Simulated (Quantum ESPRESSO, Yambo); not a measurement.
# SiO2 (Quartz): changed settings of a GW run in Yambo

A base run on SiO2 (Quartz), then changed inputs.

Method: LDA and many-body steps on it, plane waves, in Yambo 5.3.0.

Most raw output is cut from this account.

## 1. The structure

It takes space group P3_121 (No. 152, trigonal). The conventional cell has a = 4.916 Å, b = 4.916 Å, c = 5.409 Å, α = 90.00°, β = 90.00°, γ = 120.00°. Nearest to Si lie 4 O at 1.61 Å. O has 2 Si at 1.61 Å nearest. Farther neighbours and most contacts between anions are not listed.

Coordinates:

```
Si O
1.0
     4.91580    0.00000    0.00000
    -2.45790    4.25721    0.00000
     0.00000    0.00000    5.40910
Si O
3 6
Direct
  0.53030 0.00000 0.33333
  0.00000 0.53030 0.66667
  0.46970 0.46970 0.00000
  0.14620 0.41420 0.88100
  0.58580 0.73200 0.21433
  0.26800 0.85380 0.54767
  0.41420 0.14620 0.11900
  0.73200 0.58580 0.78567
  0.85380 0.26800 0.45233
```

The cell and positions come from the Crystallography Open Database and are kept as given unless a step says otherwise.

## 2. Base

This step: Yambo 5.3.0; G0W0 on LDA, plane waves, norm-conserving pseudopotentials.

Now the one-shot GW correction: screening in the RPA, then the self-energy of the levels asked for.

gw1.in

```
HF_and_locXC
gw0
dyson
ppa
em1d
rim_cut
RandQpts= 1000000
RandGvec= 1 RL
EXXRLvcs= 72 Ry
VXCRLvcs= 288 Ry
Chimod= "HARTREE"
% BndsRnXp
 1 | 234 |
%
NGsBlkXp= 12.5 Ry
% LongDrXp
 1 | 1 | 1 |
%
% GbndRnge
 1 | 234 |
%
DysSolver= "n"
ExtendOut
PPAPntXp= 27.21138 eV
% QPkrange
 5 | 5 | 23 | 26 |
 1 | 1 | 23 | 26 |
%
```

Command:

```
OMP_NUM_THREADS=2 mpirun -n 4 yambo -F gw1.in -J gw1 -C gw1 > gw1.log
```

Run time: 6.4 min. Hardware: 4 MPI ranks of Arm Neoverse N1, shared host; peak memory 2.5 GiB.

Numbers from this step:

| Property | Result |
| --- | --- |
| G0W0 gap on the points computed | 8.816 eV |
| starting gap on the mesh | 5.801 eV |
| k of the valence top | 0.3333, 0.3333, 0 |
| k of the conduction bottom | 0, 0, 0 |
| least direct G0W0 gap on the computed points | 9.189 eV |
| Z at the valence top | 0.8167 |
| Z at the conduction bottom | 0.8694 |

The gap on the mesh goes from 5.80 eV to 8.82 eV, a correction of +3.01 eV.

## 3. More G vectors in the random integration

gw2.in, as its differences from gw1.in of step 2:

```diff
@@ -7,3 +7,3 @@
 RandQpts= 1000000
-RandGvec= 1 RL
+RandGvec= 59 RL
 EXXRLvcs= 72 Ry
@@ -28 +28,2 @@
 %
+QpgFull
```

Command:

```
OMP_NUM_THREADS=2 mpirun -n 4 yambo -F gw2.in -J gw2,gw1_W -C gw2 > gw2.log
```

Wall time 3.8 min (4 MPI ranks); peak memory 2.4 GiB; 21 min of CPU time.

Numbers from this step:

```
G0W0 gap on the points computed              : 8.876 eV
starting gap on the mesh                     : 5.801 eV
k of the valence top                         : 0.3333, 0.3333, 0
k of the conduction bottom                   : 0, 0, 0
least direct G0W0 gap on the computed points : 9.248 eV
Z at the valence top                         : 0.8157
Z at the conduction bottom                   : 0.8684
```

Against G0W0 in Yambo (3×3×2 mesh, 234 bands, screening to 170.1 eV, Godby-Needs plasmon pole), the gap moves by +0.060 eV.

## 4. Damping of G

gw3.in, as its differences from gw2.in of step 3:

```diff
@@ -7,3 +7,3 @@
 RandQpts= 1000000
-RandGvec= 59 RL
+RandGvec= 1 RL
 EXXRLvcs= 72 Ry
@@ -28,2 +28,2 @@
 %
-QpgFull
+GDamping= 0.01 eV
```

Command:

```
OMP_NUM_THREADS=2 mpirun -n 4 yambo -F gw3.in -J gw3,gw1_W -C gw3 > gw3.log
```

Run time: 93 s. Hardware: 4 MPI ranks; peak memory 2.3 GiB; 12 min of CPU time.

Numbers from this step:

```
G0W0 gap on the points computed              : 8.816 eV
starting gap on the mesh                     : 5.801 eV
k of the valence top                         : 0.3333, 0.3333, 0
k of the conduction bottom                   : 0, 0, 0
least direct G0W0 gap on the computed points : 9.189 eV
```

Against G0W0 in Yambo (3×3×2 mesh, 234 bands, screening to 170.1 eV, Godby-Needs plasmon pole), the gap moves by −0.0001 eV.

## 5. Scissors in G

gw6.in, as its differences from gw3.in of step 4:

```diff
@@ -28,2 +28,4 @@
 %
-GDamping= 0.01 eV
+% GfnQP_E
+ 0.5 | 1.0 | 1.0 |
+%
```

Command:

```
OMP_NUM_THREADS=2 mpirun -n 4 yambo -F gw6.in -J gw6,gw1_W -C gw6 > gw6.log
```

The job ended after 93 s (4 MPI ranks; peak memory 2.3 GiB).

Numbers from this step:

```
G0W0 gap on the points computed              : 8.864 eV
starting gap on the mesh                     : 5.801 eV
k of the valence top                         : 0.3333, 0.3333, 0
k of the conduction bottom                   : 0, 0, 0
least direct G0W0 gap on the computed points : 9.238 eV
Z at the valence top                         : 0.8172
Z at the conduction bottom                   : 0.8726
```

The program's own table gives 8.928 eV, which is too large where the input levels are shifted: this version takes Σc at the unshifted level E₀, yet steps from the shifted one. The value above is the Newton step from E₀, E₀ + Z(Σc + Σx − Vxc), rebuilt from the printed columns.

## 6. Pole fitted at another frequency

gw7.in, as its differences from gw6.in of step 5:

```diff
@@ -23,3 +23,3 @@
 ExtendOut
-PPAPntXp= 27.21138 eV
+PPAPntXp= 15 eV
 % QPkrange
@@ -28,4 +28 @@
 %
-% GfnQP_E
- 0.5 | 1.0 | 1.0 |
-%
```

Command:

```
OMP_NUM_THREADS=2 mpirun -n 4 yambo -F gw7.in -J gw7 -C gw7 > gw7.log
```

Elapsed: 6.6 min, on 4 MPI ranks; peak memory 2.5 GiB.

This step gave:

* G0W0 gap on the points computed: 8.773 eV
* starting gap on the mesh: 5.801 eV
* k of the valence top: 0.3333, 0.3333, 0
* k of the conduction bottom: 0, 0, 0
* least direct G0W0 gap on the computed points: 9.142 eV

Against G0W0 in Yambo (3×3×2 mesh, 234 bands, screening to 170.1 eV, Godby-Needs plasmon pole), the gap moves by −0.043 eV.

## 7. One G vector of screening

gw9.in, as its differences from gw7.in of step 6:

```diff
@@ -14,3 +14,3 @@
 %
-NGsBlkXp= 12.5 Ry
+NGsBlkXp= 1 RL
 % LongDrXp
@@ -23,3 +23,3 @@
 ExtendOut
-PPAPntXp= 15 eV
+PPAPntXp= 27.21138 eV
 % QPkrange
```

Command:

```
OMP_NUM_THREADS=2 mpirun -n 4 yambo -F gw9.in -J gw9 -C gw9 > gw9.log
```

Elapsed: 76 s, on 4 MPI ranks; peak memory 2.5 GiB.

The run ended normally, though the input holds a fault or crude settings.

The fault put into this input: one G vector of screening. It printed a gap of 12.46 eV, an artefact of the input.

## 8. Side by side

Times are wall times on 4 MPI ranks of Arm Neoverse N1, shared host, good to a factor of about two.

```csv
run,mesh,bands,screening cutoff (eV),DFT gap (eV),gap on the mesh (eV),direct (eV),time
base,3×3×2,234,170.1,5.801,8.816,9.189,6.4 min
more G vectors in the random integration,3×3×2,234,170.1,5.801,8.876,9.248,3.8 min
damping of G,3×3×2,234,170.1,5.801,8.816,9.189,93 s
scissors in G,3×3×2,234,170.1,5.801,8.864,9.238,93 s
pole fitted at another frequency,3×3×2,234,170.1,5.801,8.773,9.142,6.6 min
```

## 9. Outcome

```json
{
  "base": "8.816 eV",
  "more G vectors in the random integration": "8.876 eV",
  "damping of G": "8.816 eV",
  "scissors in G": "8.864 eV",
  "pole fitted at another frequency": "8.773 eV",
  "known limits": "not at the basis limit; coarse k mesh"
}
```

What this shows: More G vectors in the random integration: +0.060 eV against base (keys changed: RandGvec and QpgFull; the shift is their joint effect). Damping of G: no change against base (keys changed: GDamping). Scissors in G: +0.048 eV against base (keys changed: GfnQP_E). Pole fitted at another frequency: −0.043 eV against base (keys changed: PPAPntXp). Bands and cutoff are finite, so the gap is not at the basis limit. The miss can reach some tenths of an eV and take either sign; the mesh is an error of its own. In the G0W0 runs levels were corrected at 2 k points alone, so a gap called «on the mesh» is the least over those, and an edge elsewhere would be missed. The 3×3×2 mesh is coarse for this cell, which bears on the long-range parts of exchange and screening.

[Paths, hosts, dates, memory and timing lines, banners, echoed tables and standing remarks are left out of the program output.]

[Logs are printed without paths, hosts, clocks, repeated set-up lines and the standing remarks that a program may print on its own settings, such as how far it seeks lower states.]

[Runs of the session that timed out or met a known fault of the program may be left out.]

[Hosts, paths, dates, database ids (printed as entryN), source tags and the programs' standing remarks are cut or masked in the printed files.]
